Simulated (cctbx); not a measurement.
**Symmetry from intensities**

Cell: a = 7.0940 Å, b = 7.1240 Å, c = 10.0020 Å, α = 90.00°, β = 90.00°, γ = 90.00°. Expected content of the cell: Rh4 Cr8 S16.

Simulated single-crystal data (cctbx): Mo Kα, λ = 0.71073 Å, to d = 0.77 Å, 50 % of the full sphere, strongest reflection 40000 counts, noise from counting, a 3 % proportional error and a noise floor of 15 counts (s.d.); no absorption.

A first pass over the reflections prints:

```text
2274 reflections to d = 0.770 A
centring   violations  <I/sigma> of those
    A        453 of  1166      7.7
    B        389 of  1159      5.5
    C        498 of  1135      9.1
    I          0 of  1132     -0.0
    R        578 of  1487      7.5
    F        670 of  1730      7.4
Laue class    unique    Rint  (classes that these axes allow; Friedel mates merged)
I 1 2/m 1         572   0.025
I 1 1 2/m         556   0.025
I 2/m 1 1         561   0.025
I m m m           340   0.027
space group    extra absences  I>4sigma  <I/sigma>
I 2 2 2                 0          0         -  acentric
I 21 21 21              0          0         -  acentric
I m m 2                 0          0         -  acentric
I 2 m m                 0          0         -  acentric
I m 2 m                 0          0         -  acentric
I 2 m b                31          0      -0.0  acentric
I m 2 a                31          0      -0.0  acentric
I m m m                 0          0         -  centric
I m m a                31          0      -0.0  centric
I m m b                31          0      -0.0  centric
Wilson B = 0.57 A^2   <|E^2-1|> = 0.986 (0.968 centric, 0.736 acentric)   E^2>4: 4.1 %
shell (A)         n   <I/sigma>
 5.80 - 1.53     49     30.0
 1.53 - 1.22     41     30.2
 1.22 - 1.07     49     26.4
 1.07 - 0.97     43     27.7
 0.97 - 0.90     39     22.5
 0.90 - 0.85     48     21.1
 0.85 - 0.81     39     24.5
 0.81 - 0.77     32     18.4
```

**Question.** What are the lattice type, the Laue class and the likely space group?

The reflections that I centring forbids are absent (⟨I/σ⟩ near 0), so the lattice is I.

Rint stays low (0.025 to 0.027) up to I m m m, the highest class in these axes.

10 settings pass the absence test. The most absences obeyed, 31, belong to I 2 m b, I m 2 a, I m m a and I m m b, which absences can't tell apart.

⟨|E²−1|⟩ = 0.986 leans to a centrosymmetric structure. The Wilson B of 0.57 Å² means U ≈ 0.0072 Å².

The true group is Imma (no. 74), Laue class mmm, centrosymmetric. The tables only narrow the choice to the tied entries; cell content, site symmetry and trial solutions must settle it.

The model is made up (kin elements in a known structure type, no relaxation), so it says nothing on whether the phase exists.

[Logs are printed without paths, hosts, clocks, repeated set-up lines and the standing remarks that a program may print on its own settings, such as how far it seeks lower states.]
